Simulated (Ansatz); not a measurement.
# CdAgCl3 (model cell, started as cubic perovskite with Cd in the octahedra): from the cell to its phonons, part 2 of 3

How does CdAgCl3 (model cell, started as cubic perovskite with Cd in the octahedra) vibrate, and is this structure a minimum?

Ansatz 0.2.0; DFT PBEsol, scalar-relativistic, plane waves, PAW.

So far. Step 3 (Bringing the structure to rest, k-mesh 6×6×6): Little changed from the start: no atom moved by 0.005 Å and no cell edge by 0.1 %. The relaxed cell has a = 5.059 Å (conventional setting).

The structure was built from a prototype and need not be the compound's stable phase.

### 4. Tight relaxation

Phonons need a cell at rest on their own settings, so the relaxation is repeated with tight tolerances on forces and stress on the k mesh and occupations of the first response run.

File input.yaml:

```yaml
crystal:
  lattice:
    - [5.0585249677, 0.0, 0.0]
    - [0.0, 5.0585249677, 0.0]
    - [0.0, 0.0, 5.0585249677]
  atoms:
    - { symbol: Ag, position: [0.0, 0.0, 0.0] }
    - { symbol: Cd, position: [0.5, 0.5, 0.5] }
    - { symbol: Cl, position: [0.5, 0.5, 0.0] }
    - { symbol: Cl, position: [0.5, 0.0, 0.5] }
    - { symbol: Cl, position: [0.0, 0.5, 0.5] }
kpoints:
  mp_grid: { grid: [6, 6, 6] }
hamiltonian:
  xc: pbesol
scf:
  occupations: { method: fixed }
output:
  forces: true
  stress: true
  eigenvalues: true
  write_density: true
  write_potential: true
  elf: true
  volumetric_format: npy
relax:
  adjacent_minimum: "off"
  f_tol: 0.001
  max_steps: 60
  cell: { stress_tol: 0.01 }
```

Run with:

```sh
> ansatz run input.yaml --threads 8 --pin off --max-ram 14336MiB --backend cpu --events-out ev --progress --plain --runs-dir out
```

Numbers of over 12 decimals in the logs are rounded to 6 here.

Output:

```text
[...]
Crystal: 5 atoms, lattice volume = 129.441 Å³
Basis set: ecut = 420 eV, 2517 PW (Γ), exchange–correlation on 72×72×72 points (8 copies of the dense FFT grid, shifted against one another)
Bands: 36, of which v1, the nominal top of the filled ones, is band 30 counted from 1 (29 counted from 0)
Symmetry: 48 space group operations
[...]
k-points: 20 of 216
[...]
cell:  # Å, volume = 129.4410 Å³
    - [5.0585249677, 0.0, 0.0]
    - [0.0, 5.0585249677, 0.0]
    - [0.0, 0.0, 5.0585249677]
  atoms:
    - { symbol: Ag, position: [0.0, 0.0, 0.0] }
    - { symbol: Cd, position: [0.500000, 0.500000, 0.500000] }
    - { symbol: Cl, position: [0.500000, 0.500000, 0.0] }
    - { symbol: Cl, position: [0.500000, 0.0, 0.500000] }
    - { symbol: Cl, position: [0.0, 0.500000, 0.500000] }
[key lines of the parts left out:]
SCF converged after 7 iterations
Free energy (F): -18890.960848 eV
Fermi energy:    4.457437 eV
P = ⅓ Tr σ = -0.0087 GPa (-0.087 kbar)
```

Elapsed: 1.7 s, on 8 threads of Arm Neoverse V2, shared host; peak memory 0.58 GiB.

Little changed from the start: no atom moved by 0.005 Å and no cell edge by 0.1 %.

This step gave:

| Item | Value |
| --- | --- |
| pressure | -0.008653 GPa |

Valence density in the ac plane at fractional y = 0.500, with atoms of Cd and Cl within 0.2 Å of it. It is the smooth field of the valence electrons, not physical close to the nuclei.

Ten steps, logarithmic in the rise over the least value, from '0' (0 e/Å³) to '9' (23 e/Å³), each cell a mean:
```
00002443431000
00001344321000
00000122210000
11000122110011
33111245311123
44312578631234
14323699852243
34322689742244
43211366521134
22100123210012
10000122110000
00001233310000
00002344431000
00012431431000
```
Columns run along a (5.1 Å), rows up along c (5.1 Å). Atoms in or near the plane, at fractional coordinates: Cd at (0.50, 0.50), Cl at (0.50, 0.00), Cl at (0.00, 0.50).

Electrostatic potential energy in the ac plane at fractional y = 0.500, with atoms of Cd and Cl within 0.2 Å of it. With pseudopotentials it is smooth inside the atoms' cores, unlike the true potential.

Ten even steps from '0' (-45 eV) to '9' (11 eV), each cell a mean:
```
99998400169999
99999743589999
99999988899999
99999888899999
67998765689986
13787544468851
00687432458830
01687533468840
35898654578974
89999877789998
99999988899999
99999866799999
99999510379999
99998300169999
```
Columns run along a (5.1 Å; values clipped at the 3rd and 97th percentile), rows up along c (5.1 Å). Atoms in or near the plane, at fractional coordinates: Cd at (0.50, 0.50), Cl at (0.50, 0.00), Cl at (0.00, 0.50).

ELF in the ac plane at fractional y = 0.500, with atoms of Cd and Cl within 0.2 Å of it. It is the smooth field of the valence electrons, not physical close to the nuclei.

Ten even steps from '0' (0.01) to '9' (0.87), each cell a mean:
```
00169976998300
00037999985100
42003677641013
87310122210158
99721233311489
89941467532699
38942589732796
68942478632797
99831345421699
98510122110379
64101344421036
10015899973001
00048988997200
00169963898400
```
Columns run along a (5.1 Å), rows up along c (5.1 Å). Atoms in or near the plane, at fractional coordinates: Cd at (0.50, 0.50), Cl at (0.50, 0.00), Cl at (0.00, 0.50).

The forces vanish by symmetry and the pressure is -0.009 GPa, within the tolerances set. The cell now holds 25.89 Å³/atom.

### 5. Modes at Γ

The zone centre comes first: it holds the modes that light can see, as far as symmetry allows. The response to a homogeneous field gives the Born charges and the dielectric tensor.

input.yaml, the sections that differ from step 4:

```yaml
output:
  eigenvalues: true
phonons:
  method: dfpt
  dielectric: true
  rigid_motions: translations
# crystal, kpoints, hamiltonian, scf: as in step 4
# relax: removed
```

Output:

```text
[...]
Crystal: 5 atoms, lattice volume = 129.441 Å³
Basis set: ecut = 420 eV, 2517 PW (Γ), exchange–correlation on 72×72×72 points (8 copies of the dense FFT grid, shifted against one another)
Bands: 36, of which v1, the nominal top of the filled ones, is band 30 counted from 1 (29 counted from 0)
Symmetry: 48 space group operations
k-points: 80 of 216 (irreducible under 2 space group operations, time reversal used)
[...]
SCF iter   1: F=—  HF=-18890.973289 eV  |F-HF|=—  |Δ(HF+E_count)|=         —  Δρ=5.07e-3  dr2=4.12e-2  ethr=1.77e-3  ⟨swp⟩=4.6  Hψ=9827  notcnv=0  defer=286
[...]
SCF iter   9: F=-18890.960848 eV  HF=-18890.960848 eV  |F-HF|=5.46e-11  |Δ(HF+E_count)|=   1.02e-9  Δρ=2.47e-7  dr2=7.36e-11  ethr=1.00e-12  ⟨swp⟩=13.0  Hψ=16872  notcnv=0
SCF 1 converged in 9 iterations: F = -18890.960848 eV  dr2 = 7.36e-11
[...]
DFPT response loops at Γ: preconditioner auto → Resta (q_TF=auto, 2.400 Å⁻¹)  ε∞=7.3 (no band partly filled); β = 1.00, the filter's whole step (`scf.mixing.beta` (0.50) is not read by the response loops at its default; to damp them type it under 1.00, their step now; it binds the ground state too); Broyden in place of MSR1
── the response to a field inside a basis, on 6×6×6 k-points: an SCF that follows is theirs, and a resumed run solves both again ──
Bands: 31, of which v1, the nominal top of the filled ones, is band 30 counted from 1 (29 counted from 0)
k-points: 10 of 216
[...]
Eigensolver: Dense (10 Hₖ)
SCF iter   1: F=—  HF=-18890.923820 eV  |F-HF|=—  |Δ(HF+E_count)|=         —  Δρ=2.64e-4  dr2=1.44e-5  ethr=1.00e-1
[...]
SCF iter   4: F=-18890.923838 eV  HF=-18890.923838 eV  |F-HF|=1.36e-8  |Δ(HF+E_count)|=   1.31e-8  Δρ=3.81e-6  dr2=2.25e-8  ethr=2.85e-10
SCF 1 converged in 4 iterations: F = -18890.923838 eV  dr2 = 2.25e-8
[...]
SCF converged after 9 iterations
Free energy (F): -18890.960848 eV
[...]
Internal energy: -18890.960848 eV  (E = F + TS)
E sigma→0 (E₀):  -18890.960848 eV
Fermi energy:    4.457433 eV
[...]
--- Band table (eV; the first three rows and the last of 80) ---
  k-point 0: bands = [... 26 lower, 3.2720, 3.3914, 3.3914, 3.3914, 5.5780, 6.3164, 12.5729, 12.5729, ... 2 higher]
  k-point 1: bands = [... 26 lower, 3.2675, 3.3085, 3.4050, 3.4050, 5.9409, 6.8926, 11.4883, 12.3735, ... 2 higher]
  k-point 2: bands = [... 26 lower, 3.1580, 3.3689, 3.5063, 3.5063, 6.6668, 8.2456, 10.2265, 11.8653, ... 2 higher]
  k-point 79: bands = [... 26 lower, 3.9810, 3.9810, 4.4574, 4.4574, 6.0540, 10.7709, 10.7709, 10.7709, ... 2 higher]
--- Phonons (Γ-DFPT): 4 representative perturbations + reference, on 80 of 216 k-points (Σ response iterations 12) ---
  k mesh reduced under 2 symmetry operations, with k and −k counted as one. Each operation leaves every solved perturbation unchanged. A smaller set is not considered because the run solves the response to a homogeneous field
  ASR residual: 1.454e-4 → 0.000e0 eV/Å²; symmetrization residual: 2.451e-5 eV/Å²
  ASR residual per site (eV/Å²): 1.45e-4 2.42e-5 7.91e-5 7.91e-5 7.91e-5
  Γ frequencies (cm⁻¹): -94.62 -94.62 -94.62 -86.85 -86.85 -86.85 0.00 0.00 0.00 51.13 51.13 51.13 292.66 292.66 292.66
  ε∞ (high-frequency dielectric tensor):
        4.129578    -0.000000    -0.000000
       -0.000000     4.129578     0.000000
       -0.000000     0.000000     4.129578
  softest optical mode at Γ: -94.62 cm⁻¹; the repairs (sum rule, projections) moved no ω² at Γ by more than (1.85 cm⁻¹)²
  Born effective charges Z* (e; rows j = field, columns β = displacement):
    site 0:
         1.74497    0.00000    0.00000
        -0.00000    1.74497    0.00000
         0.00000    0.00000    1.74497
    site 1:
         2.58650    0.00000    0.00000
        -0.00000    2.58650    0.00000
        -0.00000    0.00000    2.58650
    site 2:
        -1.11417    0.00000    0.00000
        -0.00000   -1.11417    0.00000
        -0.00000    0.00000   -2.10313
    site 3:
        -1.11417    0.00000    0.00000
         0.00000   -2.10313    0.00000
        -0.00000    0.00000   -1.11417
    site 4:
        -2.10313   -0.00000    0.00000
        -0.00000   -1.11417    0.00000
        -0.00000    0.00000   -1.11417
  Z* charge neutrality: 3.760e-3 e pre-enforcement
  solved inside a basis spanned on kpoints, on 6×6×6 k-points, its susceptibility summed on 10×10×10: ε∞ is read to err by 1.1e-2, Z* by 2.3e-2 e (field_mesh: kpoints solves on kpoints); Z* is corrected for what the basis lacks
  optical modes at Γ without the LO–TO term, one row a degenerate level:
      ω (cm⁻¹)  modes    IR ((D/Å)²/amu)
        -94.62      3             8.2918
        -86.85      3             0.0000
         51.13      3             1.6946
        292.66      3             9.5694
  optical modes at Γ + LO–TO along q̂ = [1.0000, 0.0000, 0.0000]:
      ω (cm⁻¹)  modes    IR ((D/Å)²/amu)
        -94.62      2             5.5278
        -86.85      3             0.0000
        -46.27      1             0.7392
         51.13      2             1.1297
         85.32      1             1.6999
        292.66      2             6.3796
        316.52      1             4.0795
  optical modes at Γ + LO–TO along q̂ = [0.0000, 1.0000, 0.0000]:
      ω (cm⁻¹)  modes    IR ((D/Å)²/amu)
        -94.62      2             5.5278
        -86.85      3             0.0000
        -46.27      1             0.7392
         51.13      2             1.1297
         85.32      1             1.6999
        292.66      2             6.3796
        316.52      1             4.0795
  optical modes at Γ + LO–TO along q̂ = [0.0000, 0.0000, 1.0000]:
      ω (cm⁻¹)  modes    IR ((D/Å)²/amu)
        -94.62      2             5.5278
        -86.85      3             0.0000
        -46.27      1             0.7392
         51.13      2             1.1297
         85.32      1             1.6999
        292.66      2             6.3796
        316.52      1             4.0795
```

Elapsed: 32 s, on 8 threads; peak memory 1.7 GiB.

Reading the cycles: dr2 is the Hartree energy of the density residual (eV), the measure of convergence; HF is the Harris–Foulkes estimate of the energy, which meets the free energy F at convergence.

This step gave:

| Item | Value |
| --- | --- |
| sum-rule residual before enforcement | 1.45e-4 eV/Å² |
| miss of the charge sum rule | 0.003760 e |
| estimated error of the dielectric tensor | 0.01141 |
| estimated error of the Born charges | 0.02276 e |
| point group | m-3m |
| highest optical mode at the zone centre (no LO-TO term) | 292.7 cm⁻¹ |
| lowest optical zone-centre mode | -94.62 cm⁻¹ |
| mean high-frequency dielectric constant | 4.130 |
| largest Born charge (third of the trace) | 2.587 e |
| top of the zone-centre spectrum with the field | 316.5 cm⁻¹ |

Without the LO-TO term. Patterns of degenerate modes are one choice out of their space. Modes at Γ, with each element's share of the kinetic energy (negative means imaginary):

```csv
mode,frequency (cm⁻¹),symmetry,Ag %,Cd %,Cl %
1,-94.6,T1u,46,0,54
2,-94.6,T1u,46,0,54
3,-94.6,T1u,46,0,54
4,-86.8,T2u,0,0,100
5,-86.8,T2u,0,0,100
6,-86.8,T2u,0,0,100
7,0.0,acoustic,33,34,33
8,0.0,acoustic,33,34,33
9,0.0,acoustic,33,34,33
10,51.1,T1u,21,52,27
11,51.1,T1u,21,52,27
12,51.1,T1u,21,52,27
13,292.7,T1u,0,14,86
14,292.7,T1u,0,14,86
15,292.7,T1u,0,14,86
```

Displacements in mode 1 (-94.6 cm⁻¹), the largest set to 1:
```
Ag1  0.00  0.18  0.76
Cd2  0.00  0.00 -0.02
Cl3  0.00 -0.23 -0.25
Cl4  0.00 -0.06 -1.00
Cl5  0.00 -0.23 -1.00
```

Displacements in mode 5 (-86.8 cm⁻¹), the largest set to 1:
```
Ag1  0.00  0.00  0.00
Cd2  0.00  0.00  0.00
Cl3 -0.21  1.00  0.00
Cl4  0.21  0.00 -0.63
Cl5  0.00 -1.00  0.63
```

Optical modes at the zone centre, without and with the macroscopic field of the longitudinal modes; each column is sorted by frequency, so a row need not hold one and the same mode. Modes with and without the field, by row:

| rank among optical modes | no field (cm⁻¹) | q along (1, 0, 0) (cm⁻¹) |
| --- | --- | --- |
| 1 | -94.6 | -94.6 |
| 2 | -94.6 | -94.6 |
| 3 | -94.6 | -86.8 |
| 4 | -86.8 | -86.8 |
| 5 | -86.8 | -86.8 |
| 6 | -86.8 | -46.3 |
| 7 | 51.1 | 51.1 |
| 8 | 51.1 | 51.1 |
| 9 | 51.1 | 85.3 |
| 10 | 292.7 | 292.7 |
| 11 | 292.7 | 292.7 |
| 12 | 292.7 | 316.5 |

Born charge (rows field, columns displacement) (e), principal values of the symmetric part by kind of site:

```csv
atom,atoms with these values,low,middle,high,mean
Ag1,1,1.75,1.75,1.75,1.75
Cd2,1,2.59,2.59,2.59,2.59
Cl3,3,-2.10,-1.11,-1.11,-1.44
```

In full for Ag1:

```
1.75 0.00 0.00
0.00 1.75 0.00
0.00 0.00 1.75
```

High-frequency dielectric tensor:

```
4.13 0.00 0.00
0.00 4.13 0.00
0.00 0.00 4.13
```

Transverse modes; imaginary modes are left out. Lines of the infrared spectrum (strongest = 100):

```
position (cm⁻¹)  label  relative intensity
             51    T1u                  18
            293    T1u                 100
```

Before it was imposed, the acoustic sum rule was missed by 1.5e-4 eV/Å² and the charge sum rule by 0.0038 e. Small misses are needed for a sound result but don't prove that mesh and cutoff are converged. The lowest optical mode is imaginary, 94.6i cm⁻¹, so the energy falls along it.

[end of part 2 of 3]

[Logs are printed without paths, hosts, clocks, repeated set-up lines and the standing remarks that a program may print on its own settings, such as how far it seeks lower states.]

[Hosts, paths, dates, database ids (printed as entryN), source tags and the programs' standing remarks are cut or masked in the printed files.]
